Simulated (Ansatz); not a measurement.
# RaF2 (Fm-3m): from the cell to its phonons

Wanted: phonon frequencies of RaF2 (Fm-3m) and what follows from them.

Method: DFT PBEsol, scalar-relativistic, plane waves, PAW, in Ansatz 0.2.0.

The database entry behind the starting cell is an old determination (1936), so it need not match the best structure at ambient conditions.

## (1) Set-up

Symmetry: Fm-3m, No. 225, cubic system. Conventional cell: a = 6.368 Å, b = 6.368 Å, c = 6.368 Å, α = 90.00°, β = 90.00°, γ = 90.00°. Ra has 8 F at 2.76 Å nearest. Nearest to F lie 4 Ra at 2.76 Å. Farther neighbours and most contacts between anions are not listed.

## (2) Relaxation

The volume is held at the value of the starting cell, and symmetry leaves nothing else free, so this is a single point.

File input.yaml:

```yaml
crystal:
  lattice:
    - [0.0, 3.184, 3.184]
    - [3.184, 0.0, 3.184]
    - [3.184, 3.184, 0.0]
  atoms:
    - { symbol: Ra, position: [0.0, 0.0, 0.0] }
    - { symbol: F, position: [0.25, 0.25, 0.25] }
    - { symbol: F, position: [0.75, 0.75, 0.75] }
kpoints:
  mp_grid: { grid: [6, 6, 6] }
hamiltonian:
  xc: pbesol
scf:
  occupations: { method: gaussian, width: 0.02 }
output:
  forces: true
  stress: true
  eigenvalues: true
```

Run with:

```
> ansatz run input.yaml --threads 8 --pin off --max-ram 16384MiB --backend cpu --events-out ev --progress --plain --runs-dir out
```

Numbers of over 12 decimals in the logs are rounded to 6 here.

What it wrote:

```text
Engine: ansatz 0.2.0, x86_64-unknown-linux-gnu
Pseudopotentials: kind: paw
Pseudopotential: Ra, paw, valence charge 20, recommended cutoff 540 eV (normal), Ra.paw.azcp
Pseudopotential: F, paw, valence charge 7, recommended cutoff 420 eV (normal), F.paw.azcp
Functional definition: PBEsol
  exchange = pbesol_x
  correlation = pbesol_c
Crystal: 3 atoms, lattice volume = 64.558 Å³
Basis set: ecut = 540 eV, 1837 PW (Γ), exchange–correlation on 80×80×80 points (8 copies of the dense FFT grid, shifted against one another)
Bands: 21, of which v1, the nominal top of the filled ones, is band 17 counted from 1 (16 counted from 0)
Symmetry: 48 space group operations
Space group: Fm-3m (ITA 225), of the structure as read, at distance tolerance 4.0e-5 Å
k-points: 16 of 216
Non-local potential: Ra, projectors of the file, l = 0: 3, l = 1: 3, l = 2: 3, l = 3: 3
Non-local potential: F, projectors of the file, l = 0: 2, l = 1: 2, l = 2: 1
PAW form: soft (Blöchl's): semilocal exchange-correlation on the pseudo side does not see the compensation charge
PAW frozen core: Ra, regenerated for the run's functional, and the local potential with it (the file was generated under x = pbe(κ = 0.804, μ = 0.219515), c = pbe(β = 0.066725))
PAW frozen core: F, regenerated for the run's functional, and the local potential with it (the file was generated under x = pbe(κ = 0.804, μ = 0.219515), c = pbe(β = 0.066725))
PAW one-centre angular grid: Ra, 590 points (default); XC on 64 Gauss nodes
PAW one-centre angular grid: F, 110 points (default); XC on 64 Gauss nodes
Initial density: superposition of atomic densities (chi_scale 0.1, normalization cell, long waves kept (reshape's long-wave potential 0.00 eV rms))
Initial wavefunctions: pseudopotential atomic-orbital guess
Functional: x = pbesol(κ = 0.804, μ = 0.123457), c = pbesol(β = 0.046)
SCF iter   1: F=—  HF=-16800.466238 eV  |F-HF|=—  |Δ(HF+E_count)|=         —  Δρ=2.34e-1  dr2=3.31e1  ethr=3.10e-3  ⟨swp⟩=10.1  Hψ=2319  notcnv=0
preconditioner: auto → none  [insulator: Δε(μ)=2.296 eV  Ē_g=12.792 eV  σ=0.020 eV  W_gap=1.00  n_scr=14 (ndim 8)  ℏωp=21.7 eV  f_vac=0.027  D(μ)=0.00/eV (n_scr^D=0)  ε∞_Penn≈3.9]
SCF iter   2: F=—  HF=-16797.098533 eV  |F-HF|=—  |Δ(HF+E_count)|=    3.37e0  Δρ=1.97e-1  dr2=1.60e1  ethr=3.10e-3  ⟨swp⟩=6.1  Hψ=1148  notcnv=0  defer=1
SCF iter   3: F=—  HF=-16792.114779 eV  |F-HF|=—  |Δ(HF+E_count)|=    4.98e0  Δρ=3.14e-2  dr2=5.73e-1  ethr=3.10e-3  ⟨swp⟩=4.6  Hψ=907  notcnv=0
SCF iter   4: F=—  HF=-16792.065726 eV  |F-HF|=—  |Δ(HF+E_count)|=   4.91e-2  Δρ=1.65e-2  dr2=1.23e-1  ethr=1.69e-3  ⟨swp⟩=2.8  Hψ=721  notcnv=0
SCF iter   5: F=—  HF=-16792.040327 eV  |F-HF|=—  |Δ(HF+E_count)|=   2.54e-2  Δρ=1.41e-3  dr2=1.21e-3  ethr=3.62e-4  ⟨swp⟩=3.1  Hψ=645  notcnv=0
SCF iter   6: F=—  HF=-16792.041495 eV  |F-HF|=—  |Δ(HF+E_count)|=   1.17e-3  Δρ=3.11e-4  dr2=4.54e-5  ethr=3.56e-6  ⟨swp⟩=3.2  Hψ=638  notcnv=0
SCF iter   7: F=—  HF=-16792.041593 eV  |F-HF|=—  |Δ(HF+E_count)|=   9.85e-5  Δρ=5.88e-5  dr2=2.50e-6  ethr=1.34e-7  ⟨swp⟩=2.0  Hψ=508  notcnv=0
SCF iter   8: F=—  HF=-16792.041594 eV  |F-HF|=—  |Δ(HF+E_count)|=   5.22e-7  Δρ=2.69e-5  dr2=4.86e-7  ethr=7.34e-9  ⟨swp⟩=2.2  Hψ=455  notcnv=0
SCF iter   9: F=-16792.041594 eV  HF=-16792.041594 eV  |F-HF|=6.87e-9  |Δ(HF+E_count)|=   8.56e-8  Δρ=3.39e-6  dr2=9.53e-9  ethr=2.94e-10  ⟨swp⟩=8.7  Hψ=1937  notcnv=0
SCF 1 converged in 9 iterations: F = -16792.041594 eV  dr2 = 9.53e-9
  greatest PAW one-centre occupation: 0.994 electrons in one spin orbital (limit 2), on the Ra atom at site 0 (counted from 0), in its partial waves of l = 2
SCF converged after 9 iterations
Free energy (F): -16792.041594 eV
Harris-Foulkes:  -16792.041594 eV  (|F-HF|=6.87e-9)
Internal energy: -16792.041594 eV  (E = F + TS)
E sigma→0 (E₀):  -16792.041594 eV
Fermi energy:    7.622464 eV
--- Per-component energies (eV) ---
  E_band       = -599.301499
  E_kinetic    = 738.707407
  E_local      = -4094.707153  (includes V_loc(G=0)·N_el)
  E_nonlocal   = 636.222227
  E_hartree    = 1537.419002
  E_xc         = -752.977141
  E_vxc        = -400.772423  (∫ρ·V_xc dr)
  E_paw        = -11647.007330  (= ΣΔE_a)
  E_vpaw       = -553.587776  (= ΣTr[D̂ρ^β])
  E_aug_tail   = 0.001364  (compensation charges beyond the density's cutoff)
  E_ewald      = -3210.003068
  E_core_change = 0.303100  (= ΣΔE_core)
  E_smearing   = -0.000000  (= −TS)
  E_closure    = -0.000000  (closes the sum)
  Σ components = -16792.041594   (vs F -16792.041594, Δ=0.00e0)
--- Forces (eV/Å), atoms counted from 1 ---
  atom   1  Ra    -0.00000000     0.00000000     0.00000000
  atom   2  F      0.00000000     0.00000000     0.00000000
  atom   3  F      0.00000000    -0.00000000    -0.00000000
  max |Σ_I F_I| component: 3.70e-17 eV/Å
--- Stress (GPa, compression-positive) ---
       -0.961550       0.000000      -0.000000
       -0.000000      -0.961550      -0.000000
       -0.000000      -0.000000      -0.961550
  P = ⅓ Tr σ = -0.9615 GPa (-9.615 kbar)
--- Band table (eV; the first three rows and the last of 16) ---
  k-point 0: bands = [... 13 lower, 3.1844, 4.4929, 4.4929, 4.4929, 10.6068, 14.3775, 14.3775, 16.4906]
  k-point 1: bands = [... 13 lower, 3.4772, 4.2961, 4.4854, 4.4854, 11.2816, 14.2843, 14.2843, 16.0759]
  k-point 2: bands = [... 13 lower, 3.9366, 4.1173, 4.5018, 4.5018, 12.5993, 14.1957, 14.1957, 14.9489]
  k-point 15: bands = [... 13 lower, 4.2837, 4.3144, 4.3769, 4.4454, 12.0357, 14.3666, 15.1077, 15.6390]
```

Elapsed: 0.38 s, on 8 threads of Intel Xeon 6975P-C (Granite Rapids), shared host; peak memory 0.55 GiB.

This step gave:

```yaml
pressure: -0.9615 GPa
gap_on_the_k_mesh: 5.969 eV
volume_per_atom: 21.52 Å³
direct_gap_on_mesh: 6.114 eV
```

At this level the gap is 5.97 eV on the k-mesh of the self-consistent run, which can miss the band edges.

## (3) Relaxing to small forces for the phonons

Symmetry and the fixed volume leave nothing to relax, so a single point is run on the k mesh and occupations of the first response run.

input.yaml, the sections that differ from step 2:

```yaml
kpoints:
  mp_grid: { grid: [8, 8, 8] }
scf:
  occupations: { method: fixed }
# crystal, hamiltonian, output: as in step 2
```

What it wrote:

```text
[...]
Crystal: 3 atoms, lattice volume = 64.558 Å³
Basis set: ecut = 540 eV, 1837 PW (Γ), exchange–correlation on 80×80×80 points (8 copies of the dense FFT grid, shifted against one another)
Bands: 21, of which v1, the nominal top of the filled ones, is band 17 counted from 1 (16 counted from 0)
Symmetry: 48 space group operations
[...]
k-points: 29 of 512
[...]
--- Band table (eV; the first three rows and the last of 29) ---
  k-point 0: bands = [... 13 lower, 3.1844, 4.4929, 4.4929, 4.4929, 10.6069, 14.3775, 14.3775, 16.4906]
  k-point 1: bands = [... 13 lower, 3.3568, 4.3724, 4.4875, 4.4875, 11.0043, 14.3179, 14.3179, 16.2489]
  k-point 2: bands = [... 13 lower, 3.7596, 4.1412, 4.4875, 4.4875, 11.9415, 14.2267, 14.2267, 15.5856]
  k-point 28: bands = [... 13 lower, 4.2967, 4.3132, 4.3629, 4.3629, 12.1090, 14.8371, 14.9076, 14.9076]
[key lines of the parts left out:]
SCF converged after 9 iterations
Free energy (F): -16792.041591 eV
Fermi energy:    4.665822 eV
P = ⅓ Tr σ = -0.9616 GPa (-9.616 kbar)
```

Run time: 0.47 s. Hardware: 8 threads; peak memory 0.58 GiB.

This step gave:

```yaml
pressure: -0.9616 GPa
gap_on_the_k_mesh: 5.941 eV
```

The forces vanish by symmetry. The volume is held at 21.52 Å³/atom, so a pressure of -0.96 GPa remains at this level.

## (4) Linear response at the zone centre

The zone centre comes first: it holds the modes that light can see, as far as symmetry allows. The response to a homogeneous field gives the Born charges and the dielectric tensor.

input.yaml, as its differences from that of step 3:

```diff
@@ -16,4 +16,6 @@
 output:
-  forces: true
-  stress: true
   eigenvalues: true
+phonons:
+  method: dfpt
+  dielectric: true
+  rigid_motions: translations
```

What it wrote:

```text
[...]
Crystal: 3 atoms, lattice volume = 64.558 Å³
Basis set: ecut = 540 eV, 1837 PW (Γ), exchange–correlation on 80×80×80 points (8 copies of the dense FFT grid, shifted against one another)
Bands: 21, of which v1, the nominal top of the filled ones, is band 17 counted from 1 (16 counted from 0)
Symmetry: 48 space group operations
k-points: 95 of 512 (irreducible under 4 space group operations, time reversal used)
[...]
SCF iter   1: F=—  HF=-16800.465905 eV  |F-HF|=—  |Δ(HF+E_count)|=         —  Δρ=2.34e-1  dr2=3.30e1  ethr=3.10e-3  ⟨swp⟩=6.3  Hψ=9154  notcnv=0  defer=137
[...]
SCF iter  11: F=-16792.041591 eV  HF=-16792.041591 eV  |F-HF|=7.28e-12  |Δ(HF+E_count)|=  3.64e-11  Δρ=2.43e-8  dr2=1.96e-13  ethr=1.00e-12  ⟨swp⟩=11.1  Hψ=15293  notcnv=0
SCF 1 converged in 11 iterations: F = -16792.041591 eV  dr2 = 1.96e-13
[...]
DFPT response loops at Γ: preconditioner auto → none (the input reference at scf.mixing.eps_inf says where Resta's filter doesn't serve); β = 0.50; Broyden in place of MSR1
SCF converged after 11 iterations
Free energy (F): -16792.041591 eV
[...]
Internal energy: -16792.041591 eV  (E = F + TS)
E sigma→0 (E₀):  -16792.041591 eV
Fermi energy:    4.665926 eV
[...]
--- Band table (eV; the first three rows and the last of 95) ---
  k-point 0: bands = [... 13 lower, 3.1845, 4.4930, 4.4930, 4.4930, 10.6069, 14.3775, 14.3775, 16.4907]
  k-point 1: bands = [... 13 lower, 3.3569, 4.3725, 4.4876, 4.4876, 11.0044, 14.3179, 14.3179, 16.2490]
  k-point 2: bands = [... 13 lower, 3.7597, 4.1413, 4.4876, 4.4876, 11.9416, 14.2267, 14.2267, 15.5856]
  k-point 94: bands = [... 13 lower, 4.2968, 4.3133, 4.3630, 4.3630, 12.1090, 14.8371, 14.9076, 14.9076]
--- Phonons (Γ-DFPT): 2 representative perturbations + reference, on 95 of 512 k-points (Σ response iterations 7) ---
  k mesh reduced under 4 symmetry operations, with k and −k counted as one. Each operation leaves every solved perturbation unchanged. A smaller set is not considered because the run solves the response to a homogeneous field
  ASR residual: 1.270e-4 → 0.000e0 eV/Å²; symmetrization residual: 3.083e-6 eV/Å²
  ASR residual per site (eV/Å²): 1.27e-4 4.66e-6 4.66e-6
  Γ frequencies (cm⁻¹): 0.00 0.00 0.00 158.72 158.72 158.72 221.27 221.27 221.27
  ε∞ (high-frequency dielectric tensor):
        2.427023    -0.000000     0.000000
        0.000000     2.427023     0.000000
       -0.000000     0.000000     2.427023
  ε⁰ (static dielectric tensor: ions relaxed, cell fixed):
        8.910678    -0.000000     0.000000
       -0.000000     8.910678     0.000000
        0.000000     0.000000     8.910678
  ε⁰ − ε∞ (ionic part):
        6.483655    -0.000000     0.000000
       -0.000000     6.483655     0.000000
        0.000000     0.000000     6.483655
  softest optical mode at Γ: 158.72 cm⁻¹; the repairs (sum rule, projections) moved no ω² at Γ by more than (0.74 cm⁻¹)²
  Born effective charges Z* (e; rows j = field, columns β = displacement):
    site 0:
         2.64015   -0.00000    0.00000
         0.00000    2.64015    0.00000
         0.00000    0.00000    2.64015
    site 1:
        -1.32008    0.00000   -0.00000
        -0.00000   -1.32008   -0.00000
         0.00000   -0.00000   -1.32008
    site 2:
        -1.32008    0.00000    0.00000
        -0.00000   -1.32008   -0.00000
         0.00000   -0.00000   -1.32008
  Z* charge neutrality: 7.649e-6 e pre-enforcement
  k-mesh period / interband length: 36.0 Å / 1.06 Å = 33.87 at k = (0.0000, 0.0000, 0.0000), direct gap 6.114 eV — 14 or more, which is no proof of convergence
  optical modes at Γ without the LO–TO term, one row a degenerate level:
      ω (cm⁻¹)  modes    IR ((D/Å)²/amu)
        158.72      3            14.8313
        221.27      3             0.0000
  optical modes at Γ + LO–TO along q̂ = [1.0000, 0.0000, 0.0000]:
      ω (cm⁻¹)  modes    IR ((D/Å)²/amu)
        158.72      2             9.8875
        221.27      3             0.0000
        304.12      1             4.9438
  optical modes at Γ + LO–TO along q̂ = [0.0000, 1.0000, 0.0000]:
      ω (cm⁻¹)  modes    IR ((D/Å)²/amu)
        158.72      2             9.8875
        221.27      3             0.0000
        304.12      1             4.9438
  optical modes at Γ + LO–TO along q̂ = [0.0000, 0.0000, 1.0000]:
      ω (cm⁻¹)  modes    IR ((D/Å)²/amu)
        158.72      2             9.8875
        221.27      3             0.0000
        304.12      1             4.9438
```

It took 8.4 s on 8 threads; peak memory 1.3 GiB; 58 s of CPU time.

Numbers from this step:

| Quantity | Value |
| --- | --- |
| sum-rule residual before enforcement | 1.27e-4 eV/Å² |
| miss of the charge sum rule | 7.65e-6 e |
| point group | m-3m |
| highest optical mode at the zone centre (no LO-TO term) | 221.3 cm⁻¹ |
| lowest optical zone-centre mode | 158.7 cm⁻¹ |
| mean high-frequency dielectric constant | 2.427 |
| largest Born charge (third of the trace) | 2.640 e |
| mean static dielectric constant | 8.911 |
| top of the zone-centre spectrum with the field | 304.1 cm⁻¹ |

Without the LO-TO term. Patterns of degenerate modes are one choice out of their space. The modes at Γ (shares of kinetic energy by element, %):

```csv
mode,frequency (cm⁻¹),symmetry,Ra %,F %
1,0.0,acoustic,86,14
2,0.0,acoustic,86,14
3,0.0,acoustic,86,14
4,158.7,T1u,14,86
5,158.7,T1u,14,86
6,158.7,T1u,14,86
7,221.3,T2g,0,100
8,221.3,T2g,0,100
9,221.3,T2g,0,100
```

Displacements in mode 4 (158.7 cm⁻¹), the largest set to 1:
```
Ra1  0.00 -0.01 -0.17
F2   0.00  0.08  1.00
F3   0.00  0.08  1.00
```

Displacements in mode 9 (221.3 cm⁻¹), the largest set to 1:
```
Ra1  0.00  0.00  0.00
F2  -0.09  0.78  1.00
F3   0.09 -0.78 -1.00
```

Optical modes at the zone centre, without and with the macroscopic field of the longitudinal modes; each column is sorted by frequency, so a row need not hold one and the same mode. Modes with and without the field, by row:

```
rank among optical modes  no field (cm⁻¹)  q along (1, 0, 0) (cm⁻¹)
                       1            158.7                     158.7
                       2            158.7                     158.7
                       3            158.7                     221.3
                       4            221.3                     221.3
                       5            221.3                     221.3
                       6            221.3                     304.1
```

Born charge (rows field, columns displacement) (e), principal values of the symmetric part by kind of site:

```csv
atom,atoms with these values,low,middle,high,mean
Ra1,1,2.64,2.64,2.64,2.64
F2,2,-1.32,-1.32,-1.32,-1.32
```

In full for Ra1:

```
2.64 0.00 0.00
0.00 2.64 0.00
0.00 0.00 2.64
```

High-frequency dielectric tensor:

```
2.43 0.00 0.00
0.00 2.43 0.00
0.00 0.00 2.43
```

Static dielectric tensor (ions relaxed, fixed cell):

```
8.91 0.00 0.00
0.00 8.91 0.00
0.00 0.00 8.91
```

Transverse modes. Lines of the infrared spectrum (strongest = 100):

| position (cm⁻¹) | label | relative intensity |
| --- | --- | --- |
| 159 | T1u | 100 |
| 221 | T2g | 0.0 |

Before it was imposed, the acoustic sum rule was missed by 1.3e-4 eV/Å² and the charge sum rule by 7.6e-6 e. Small misses are needed for a sound result but don't prove that mesh and cutoff are converged. The lowest optical mode is real, 159 cm⁻¹.

(Part 1 of 2 ends here.)

[Logs are printed without paths, hosts, clocks, repeated set-up lines and the standing remarks that a program may print on its own settings, such as how far it seeks lower states.]

[Hosts, paths, dates, database ids (printed as entryN), source tags and the programs' standing remarks are cut or masked in the printed files.]
